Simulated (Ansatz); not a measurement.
# What LuAlH6 (built on the sites of a database entry of LaAlH6) distorts into, part 3 of 3

Wanted: the energy along a soft mode of LuAlH6 (built on the sites of a database entry of LaAlH6) and the structure at the end.

Ansatz 0.2.0; DFT LDA, scalar-relativistic, plane waves, PAW.

So far. Step 5 (Energy along the mode, all amplitudes (two of the runs …): The lowest of the steps tried is at 0.22 Å, 3.82 meV/atom below the parent; the bottom of the well need not coincide with a step. Step 7 (The new phase in its own primitive cell): The largest force component left is 0.14 meV/Å and the pressure is -0.001 GPa, within the tolerances set. The cell now holds 7.36 Å³/atom.

The structure was built from a prototype and need not be the compound's stable phase.

### Step 8. Modes of the new phase

A relaxed structure may still be a saddle point, so its zone-centre modes are computed. The response to a homogeneous field gives the Born charges and the dielectric tensor, and its change with displacement the Raman tensors.

input.yaml reads:

```yaml
crystal:
  lattice:
    - [2.9717205344, 1.7157236505, 1.9245839804]
    - [-2.9717205344, 1.7157236505, 1.9245839804]
    - [0.0, -3.431447301, 1.9245839804]
  atoms:
    - { symbol: Lu, position: [0.5, 0.5, 0.5] }
    - { symbol: Al, position: [0.0, 0.0, 0.0] }
    - { symbol: H, position: [0.9460843022, 0.3692137566, 0.2628455746] }
    - { symbol: H, position: [0.2628455746, 0.9460843022, 0.3692137566] }
    - { symbol: H, position: [0.3692137566, 0.2628455746, 0.9460843022] }
    - { symbol: H, position: [0.0539156978, 0.6307862434, 0.7371544254] }
    - { symbol: H, position: [0.7371544254, 0.0539156978, 0.6307862434] }
    - { symbol: H, position: [0.6307862434, 0.7371544254, 0.0539156978] }
kpoints:
  mp_grid: { grid: [6, 6, 6] }
hamiltonian:
  xc: lda
scf:
  occupations: { method: fixed }
output:
  eigenvalues: true
phonons:
  method: dfpt
  dielectric: true
  rigid_motions: translations
  raman: true
```

The run is started by

```
$ ansatz run input.yaml --threads 8 --pin off --max-ram 14336MiB --backend cpu --events-out ev --progress --plain --runs-dir out
```

Numbers of over 12 decimals in the logs are rounded to 6 here.

The program printed:

```text
[...]
Crystal: 8 atoms, lattice volume = 58.877 Å³
Basis set: ecut = 420 eV, 1165 PW (Γ), exchange–correlation on 54×54×54 points (8 copies of the dense FFT grid, shifted against one another)
Bands: 25, of which v1, the nominal top of the filled ones, is band 17 counted from 1 (16 counted from 0)
Symmetry: 6 space group operations
k-points: 112 of 216 (irreducible under 1 space group operation, time reversal used)
[...]
SCF iter   1: F=—  HF=-15101.904046 eV  |F-HF|=—  |Δ(HF+E_count)|=         —  Δρ=1.03e-2  dr2=4.23e-2  ethr=1.77e-3  ⟨swp⟩=5.1  Hψ=12629  notcnv=0  defer=497
[...]
SCF iter   9: F=-15101.886600 eV  HF=-15101.886600 eV  |F-HF|=7.28e-12  |Δ(HF+E_count)|=  3.13e-10  Δρ=1.85e-7  dr2=9.21e-12  ethr=1.00e-12  ⟨swp⟩=15.2  Hψ=28893  notcnv=0
SCF 1 converged in 9 iterations: F = -15101.886600 eV  dr2 = 9.21e-12
[...]
NSCF: frozen V_eff on 2 k-points
DFPT response loops at Γ: preconditioner auto → none (the input reference at scf.mixing.eps_inf says where Resta's filter doesn't serve); β = 0.50; Broyden in place of MSR1
── the response to a field inside a basis, on 10×10×10 k-points: an SCF that follows is theirs, and a resumed run solves both again ──
Bands: 18, of which v1, the nominal top of the filled ones, is band 17 counted from 1 (16 counted from 0)
k-points: 170
[...]
Eigensolver: Dense (170 Hₖ)
SCF iter   1: F=—  HF=-15101.883827 eV  |F-HF|=—  |Δ(HF+E_count)|=         —  Δρ=2.64e-4  dr2=8.23e-6  ethr=1.00e-1
[...]
SCF iter   6: F=-15101.883831 eV  HF=-15101.883831 eV  |F-HF|=3.64e-12  |Δ(HF+E_count)|=  1.26e-10  Δρ=1.11e-7  dr2=2.54e-12  ethr=4.54e-12
SCF 1 converged in 6 iterations: F = -15101.883831 eV  dr2 = 2.54e-12
[...]
WARN: field response: ε∞ stands inside a basis, on 10×10×10 points; the force constants stand on the 6×6×6 k-mesh, whose period is 10.54 times the interband length at k = (0.0000, -0.5000, -0.5000), direct gap 2.805 eV, under 14: take them and everything formed from them as unconverged, and compare with a denser kpoints.mp_grid
SCF converged after 9 iterations
Free energy (F): -15101.886600 eV
[...]
Internal energy: -15101.886600 eV  (E = F + TS)
E sigma→0 (E₀):  -15101.886600 eV
Fermi energy:    8.520740 eV
[...]
--- Band table (eV; the first three rows and the last of 112) ---
  k-point 0: bands = [... 13 lower, 4.9549, 6.3487, 7.0062, 7.0062, 10.3245, 12.0683, 12.0683, 13.8757, ... 4 higher]
  k-point 1: bands = [... 13 lower, 4.9190, 6.2307, 7.0095, 7.2890, 11.0020, 11.8401, 12.6110, 14.0821, ... 4 higher]
  k-point 2: bands = [... 13 lower, 4.7961, 5.8529, 7.5488, 7.9898, 11.4571, 11.7702, 12.8802, 13.9040, ... 4 higher]
  k-point 111: bands = [... 13 lower, 4.4689, 4.6029, 5.1103, 5.1103, 11.7189, 12.0287, 13.7106, 13.7106, ... 4 higher]
--- Phonons (Γ-DFPT): 7 representative perturbations + reference, on 112 of 216 k-points (Σ response iterations 28) ---
  k mesh reduced under 1 symmetry operation, with k and −k counted as one. Each operation leaves every solved perturbation unchanged. A smaller set is not considered because the run solves the response to a homogeneous field
  ASR residual: 2.484e-4 → 0.000e0 eV/Å²; symmetrization residual: 8.120e-6 eV/Å²
[...]
ε∞ (high-frequency dielectric tensor):
        8.869621    -0.000000     0.000000
       -0.000000     8.869621     0.000000
        0.000000     0.000000     8.782391
  ε⁰ (static dielectric tensor: ions relaxed, cell fixed):
       32.380289     0.000000    -0.000000
        0.000000    32.380289    -0.000000
       -0.000000    -0.000000    26.465708
  ε⁰ − ε∞ (ionic part):
       23.510668     0.000000    -0.000000
        0.000000    23.510668    -0.000000
       -0.000000    -0.000000    17.683317
  softest optical mode at Γ: 149.51 cm⁻¹; the repairs (sum rule, projections) moved no ω² at Γ by more than (7.48 cm⁻¹)²
  Born effective charges Z* (e; rows j = field, columns β = displacement):
    site 0:
         4.33311    0.12090    0.00000
        -0.12090    4.33311    0.00000
         0.00000    0.00000    4.10391
    site 1:
         2.30966   -0.13950    0.00000
         0.13950    2.30966   -0.00000
         0.00000   -0.00000    2.77541
    site 2:
        -1.35137   -0.36128   -0.11082
        -0.36748   -0.86289   -0.13247
        -0.13123   -0.15823   -1.14655
    site 3:
        -1.30057    0.39681    0.17013
         0.39061   -0.91369   -0.02973
         0.20264   -0.03453   -1.14655
    site 4:
        -0.66944   -0.02623   -0.05932
        -0.03243   -1.54481    0.16221
        -0.07141    0.19276   -1.14655
    site 5:
        -1.35137   -0.36128   -0.11082
        -0.36748   -0.86289   -0.13247
        -0.13123   -0.15823   -1.14655
    site 6:
        -1.30057    0.39681    0.17013
         0.39061   -0.91369   -0.02973
         0.20264   -0.03453   -1.14655
    site 7:
        -0.66944   -0.02623   -0.05932
        -0.03243   -1.54481    0.16221
        -0.07141    0.19276   -1.14655
  Z* charge neutrality: 7.650e-3 e pre-enforcement
  solved inside a basis spanned on kpoints, on 10×10×10 k-points transformed towards the longest dipole: ε∞ is read to err by 3.3e-2, Z* by 3.4e-2 e (field_mesh: kpoints solves on kpoints); Z* is corrected for what the basis lacks
  Raman tensors (in the event stream and the table raman_tensors.tsv): an entry may err by 1.7e-1 Å², one of the second-order susceptibility by 2.9e-19 pm/V (basis, points and sum rule); their sum over the sites missed zero by 2.665e-15 Å² ahead of its enforcement
  optical modes at Γ without the LO–TO term, one row a degenerate level:
      ω (cm⁻¹)  modes    IR ((D/Å)²/amu)  static Raman (Å⁴/amu)  depolarisation
        149.51      2            13.0340                 0.0000               —
        278.18      1            15.7549                 0.0000               —
        470.29      1             0.0000               564.7169           0.002
        600.34      2           214.7805                 0.0000               —
        748.07      1            75.7868                 0.0000               —
        801.38      1            92.8278                 0.0000               —
        881.85      2             0.0000               734.8239           0.750
        928.35      2            41.3139                 0.0000               —
       1050.89      2             0.0000               494.6028           0.750
       1115.89      1             0.0000              2970.4289           0.045
       1396.98      2           138.5832                 0.0000               —
       1525.96      2             0.0000              3459.2471           0.750
       1534.28      1            10.7673                 0.0000               —
       1661.80      1             0.0000             14150.8056           0.008
  optical modes at Γ + LO–TO along q̂ = [1.0000, 0.0000, 0.0000]:
      ω (cm⁻¹)  modes    IR ((D/Å)²/amu)  static Raman (Å⁴/amu)  depolarisation
        149.51      1             6.5170                 0.0000               —
        180.66      1             0.9572                 0.0000               —
        278.18      1            15.7549                 0.0000               —
        470.29      1             0.0000               564.7169           0.002
        600.34      1           107.3902                 0.0000               —
        748.07      1            75.7868                 0.0000               —
        801.31      1            32.6048                 0.0000               —
        801.38      1            92.8278                 0.0000               —
        881.85      2             0.0000               734.8239           0.750
        928.35      1            20.6570                 0.0000               —
       1002.30      1            44.2050                 0.0000               —
       1050.89      2             0.0000               494.6028           0.750
       1115.89      1             0.0000              2970.4289           0.045
       1396.98      1            69.2916                 0.0000               —
       1525.96      2             0.0000              3459.2471           0.750
       1532.78      1           126.0888                 0.0000               —
       1534.28      1            10.7673                 0.0000               —
       1661.80      1             0.0000             14150.8056           0.008
  optical modes at Γ + LO–TO along q̂ = [0.0000, 1.0000, 0.0000]:
      ω (cm⁻¹)  modes    IR ((D/Å)²/amu)  static Raman (Å⁴/amu)  depolarisation
        149.51      1             6.5170                 0.0000               —
        180.66      1             0.9572                 0.0000               —
        278.18      1            15.7549                 0.0000               —
        470.29      1             0.0000               564.7169           0.002
        600.34      1           107.3902                 0.0000               —
        748.07      1            75.7868                 0.0000               —
        801.31      1            32.6048                 0.0000               —
        801.38      1            92.8278                 0.0000               —
        881.85      2             0.0000               734.8239           0.750
        928.35      1            20.6570                 0.0000               —
       1002.30      1            44.2050                 0.0000               —
       1050.89      2             0.0000               494.6028           0.750
       1115.89      1             0.0000              2970.4289           0.045
       1396.98      1            69.2916                 0.0000               —
       1525.96      2             0.0000              3459.2471           0.750
       1532.78      1           126.0888                 0.0000               —
       1534.28      1            10.7673                 0.0000               —
       1661.80      1             0.0000             14150.8056           0.008
  optical modes at Γ + LO–TO along q̂ = [0.0000, 0.0000, 1.0000]:
      ω (cm⁻¹)  modes    IR ((D/Å)²/amu)  static Raman (Å⁴/amu)  depolarisation
        149.51      2            13.0340                 0.0000               —
        322.89      1             2.6121                 0.0000               —
        470.29      1             0.0000               564.7169           0.002
        600.34      2           214.7805                 0.0000               —
        771.09      1             0.5709                 0.0000               —
        881.85      2             0.0000               734.8239           0.750
        928.35      2            41.3139                 0.0000               —
       1050.89      2             0.0000               494.6028           0.750
       1115.89      1             0.0000              2970.4289           0.045
       1144.59      1           161.9589                 0.0000               —
       1396.98      2           138.5832                 0.0000               —
       1525.96      2             0.0000              3459.2471           0.750
       1558.58      1            29.9949                 0.0000               —
       1661.80      1             0.0000             14150.8056           0.008
```

Wall time 80 s (8 threads of Intel Xeon 6975P-C (Granite Rapids), shared host); peak memory 2.1 GiB; 9.6 min of CPU time.

Numbers from this step:

- sum-rule residual before enforcement: 2.48e-4 eV/Å²
- miss of the charge sum rule: 0.007650 e
- estimated error of the dielectric tensor: 0.03341
- estimated error of the Born charges: 0.03414 e
- point group: -3
- highest optical mode at the zone centre (no LO-TO term): 1662 cm⁻¹
- lowest optical zone-centre mode: 149.5 cm⁻¹
- mean high-frequency dielectric constant: 8.841
- largest Born charge (third of the trace): 4.257 e
- mean static dielectric constant: 30.41
- top of the zone-centre spectrum with the field: 1662 cm⁻¹

Without the LO-TO term. Patterns of degenerate modes are one choice out of their space. Modes at Γ, with each element's share of the kinetic energy:

| mode | frequency (cm⁻¹) | symmetry | Lu % | Al % | H % |
| --- | --- | --- | --- | --- | --- |
| 1 | 0.0 | acoustic | 84 | 13 | 3 |
| 2 | 0.0 | acoustic | 84 | 13 | 3 |
| 3 | 0.0 | acoustic | 84 | 13 | 3 |
| 4 | 149.5 | Eu | 16 | 76 | 8 |
| 5 | 149.5 | Eu | 16 | 76 | 8 |
| 6 | 278.2 | Au | 16 | 68 | 17 |
| 7 | 470.3 | Ag | 0 | 0 | 100 |
| 8 | 600.3 | Eu | 0 | 8 | 91 |
| 9 | 600.3 | Eu | 0 | 8 | 91 |
| 10 | 748.1 | Au | 0 | 11 | 89 |
| 11 | 801.4 | Au | 0 | 7 | 93 |
| 12 | 881.9 | Eg | 0 | 0 | 100 |
| 13 | 881.9 | Eg | 0 | 0 | 100 |
| 14 | 928.4 | Eu | 0 | 0 | 100 |
| 15 | 928.4 | Eu | 0 | 0 | 100 |
| 16 | 1050.9 | Eg | 0 | 0 | 100 |
| 17 | 1050.9 | Eg | 0 | 0 | 100 |
| 18 | 1115.9 | Ag | 0 | 0 | 100 |
| 19 | 1397.0 | Eu | 0 | 3 | 97 |
| 20 | 1397.0 | Eu | 0 | 3 | 97 |
| 21 | 1526.0 | Eg | 0 | 0 | 100 |
| 22 | 1526.0 | Eg | 0 | 0 | 100 |
| 23 | 1534.3 | Au | 0 | 2 | 98 |
| 24 | 1661.8 | Ag | 0 | 0 | 100 |

Displacements in mode 4 (149.5 cm⁻¹), the largest set to 1:
```
Lu1 -0.03 -0.18  0.00
Al2  0.15  1.00  0.00
H3   0.21  0.58  0.02
H4   0.15  0.72 -0.10
H5   0.30  0.70  0.08
H6   0.21  0.58  0.02
H7   0.15  0.72 -0.10
H8   0.30  0.70  0.08
```

Displacements in mode 8 (600.3 cm⁻¹), the largest set to 1:
```
Lu1  0.00 -0.01  0.00
Al2  0.08 -0.10  0.00
H3  -0.46  1.00 -0.07
H4  -0.05  0.66  0.36
H5  -0.55  0.47 -0.29
H6  -0.46  1.00 -0.07
H7  -0.05  0.66  0.36
H8  -0.55  0.47 -0.29
```

Optical modes at the zone centre, without and with the macroscopic field of the longitudinal modes; each column is sorted by frequency, so a row need not hold one and the same mode. Modes with and without the field, by row:

```
rank among optical modes  no field (cm⁻¹)  q along (1, 0, 0) (cm⁻¹)  q along (0, 0, 1) (cm⁻¹)
                       1            149.5                     149.5                     149.5
                       2            149.5                     180.7                     149.5
                       3            278.2                     278.2                     322.9
                       4            470.3                     470.3                     470.3
                       5            600.3                     600.3                     600.3
                       6            600.3                     748.1                     600.3
                       7            748.1                     801.3                     771.1
                       8            801.4                     801.4                     881.9
                       9            881.9                     881.9                     881.9
                      10            881.9                     881.9                     928.4
                      11            928.4                     928.4                     928.4
                      12            928.4                      1002                      1051
                      13             1051                      1051                      1051
                      14             1051                      1051                      1116
                      15             1116                      1116                      1145
                      16             1397                      1397                      1397
                      17             1397                      1526                      1397
                      18             1526                      1526                      1526
                      19             1526                      1533                      1526
                      20             1534                      1534                      1559
                      21             1662                      1662                      1662
```

Born charge (rows field, columns displacement) (e), principal values of the symmetric part by kind of site:

```csv
atom,atoms with these values,low,middle,high,mean
Lu1,1,4.10,4.33,4.33,4.26
Al2,1,2.31,2.31,2.78,2.46
H3,6,-1.61,-1.09,-0.66,-1.12
```

In full for Al2:

```
 2.31 -0.14  0.00
 0.14  2.31  0.00
 0.00  0.00  2.78
```

High-frequency dielectric tensor:

```
8.87 0.00 0.00
0.00 8.87 0.00
0.00 0.00 8.78
```

Static dielectric tensor (ions relaxed, fixed cell):

```
32.38  0.00  0.00
 0.00 32.38  0.00
 0.00  0.00 26.47
```

Transverse modes. Lines of the infrared spectrum (strongest = 100):

```csv
position (cm⁻¹),label,relative intensity
150,Eu,6.1
278,Au,7.3
470,Ag,0.0
600,Eu,100
748,Au,35
801,Au,43
882,Eg,0.0
928,Eu,19
1051,Eg,0.0
1116,Ag,0.0
1397,Eu,65
1526,Eg,0.0
1534,Au,5.0
1662,Ag,0.0
```

Activity x (w_L - w)^4 (n + 1)/w, 532 nm, 300 K; modes without the macroscopic field alone. Lines of the Raman spectrum (strongest = 100):

```
position (cm⁻¹)  label  relative intensity
            150     Eu                 0.0
            278     Au                 0.0
            470     Ag                  21
            600     Eu                 0.0
            748     Au                 0.0
            801     Au                 0.0
            882     Eg                  12
            928     Eu                 0.0
           1051     Eg                 6.4
           1116     Ag                  36
           1397     Eu                 0.0
           1526     Eg                  27
           1534     Au                 0.0
           1662     Ag                 100
```

Before it was imposed, the acoustic sum rule was missed by 2.5e-4 eV/Å² and the charge sum rule by 0.0077 e. Small misses are needed for a sound result but don't prove that mesh and cutoff are converged. The lowest optical mode is real, 150 cm⁻¹.

The log warns of the k mesh: “the force constants stand on the 6×6×6 k-mesh, whose period is 10.54 times the interband length at k = (0.0000, -0.5000, -0.5000), direct gap 2.805 eV, under 14: take them and everything formed from them as unconverged”.

### Step 9. The phases reached

The phases reached along the modes that were followed are set side by side.

Energies are those of the first relaxation, on the mesh of the frozen mode; space group, volume and gap are those of the last relaxation. Phases, by row:

| mode frozen in | space group | energy from parent (meV/atom) | volume (Å³/atom) | gap on mesh (eV) | lowest zone-centre optical mode (cm⁻¹) | largest shift (Å) |
| --- | --- | --- | --- | --- | --- | --- |
| parent | R-3m | 0 | 7.567 | 1.637 | – | – |
| q = (0, 0, 0), 298i cm⁻¹ | R-3 | -6.42 | 7.36 | 1.804 | 149.5 | 0.317 |

### Step 10. Summary of results

```json
{
  "unstable mode of the parent": "q = (0, 0, 0), 298i cm⁻¹",
  "depth at the lowest point sampled": "3.82 meV/atom",
  "largest atomic shift at that point": "0.22 Å",
  "space group reached (within 0.01 Å)": "R-3",
  "energy gained over the parent (first relaxation, on the mesh of the frozen mode)": "6.42 meV/atom",
  "volume per atom, phase reached": "7.36 Å³",
  "gap on the k-mesh, phase reached": "1.80 eV",
  "lowest optical zone-centre mode, phase reached": "150 cm⁻¹",
  "highest optical mode at the zone centre (no LO-TO term), phase reached": "1662 cm⁻¹"
}
```

**Reading.** Along this mode the structure falls into R-3, 6.42 meV/atom below the parent. At the parent's cell the well is 3.822 meV/atom deep on the steps tried, with its lowest point at a shift of 0.22 Å. Relaxing atoms and cell changes the gain by +2.60 meV/atom against the lowest step (energies at zero smearing). The new phase has no imaginary mode at the zone centre of its cell; other wavevectors were not checked. Each path keeps the symmetry of its pattern, so a lower phase may lie along a pattern not tried. With the field response the log warns that the k mesh is coarse for the force constants too, so the frequencies may not be converged. The program warns that the interpolation holds no quadrupole term, so branches close to Γ can be off in this crystal. Spin-orbit coupling is left out, which can matter for the heavy elements here. The starting cell was built on a prototype and not taken from a measurement, so the phase need not exist.

[Logs are printed without paths, hosts, clocks, repeated set-up lines and the standing remarks that a program may print on its own settings, such as how far it seeks lower states.]

[Hosts, paths, dates, database ids (printed as entryN), source tags and the programs' standing remarks are cut or masked in the printed files.]
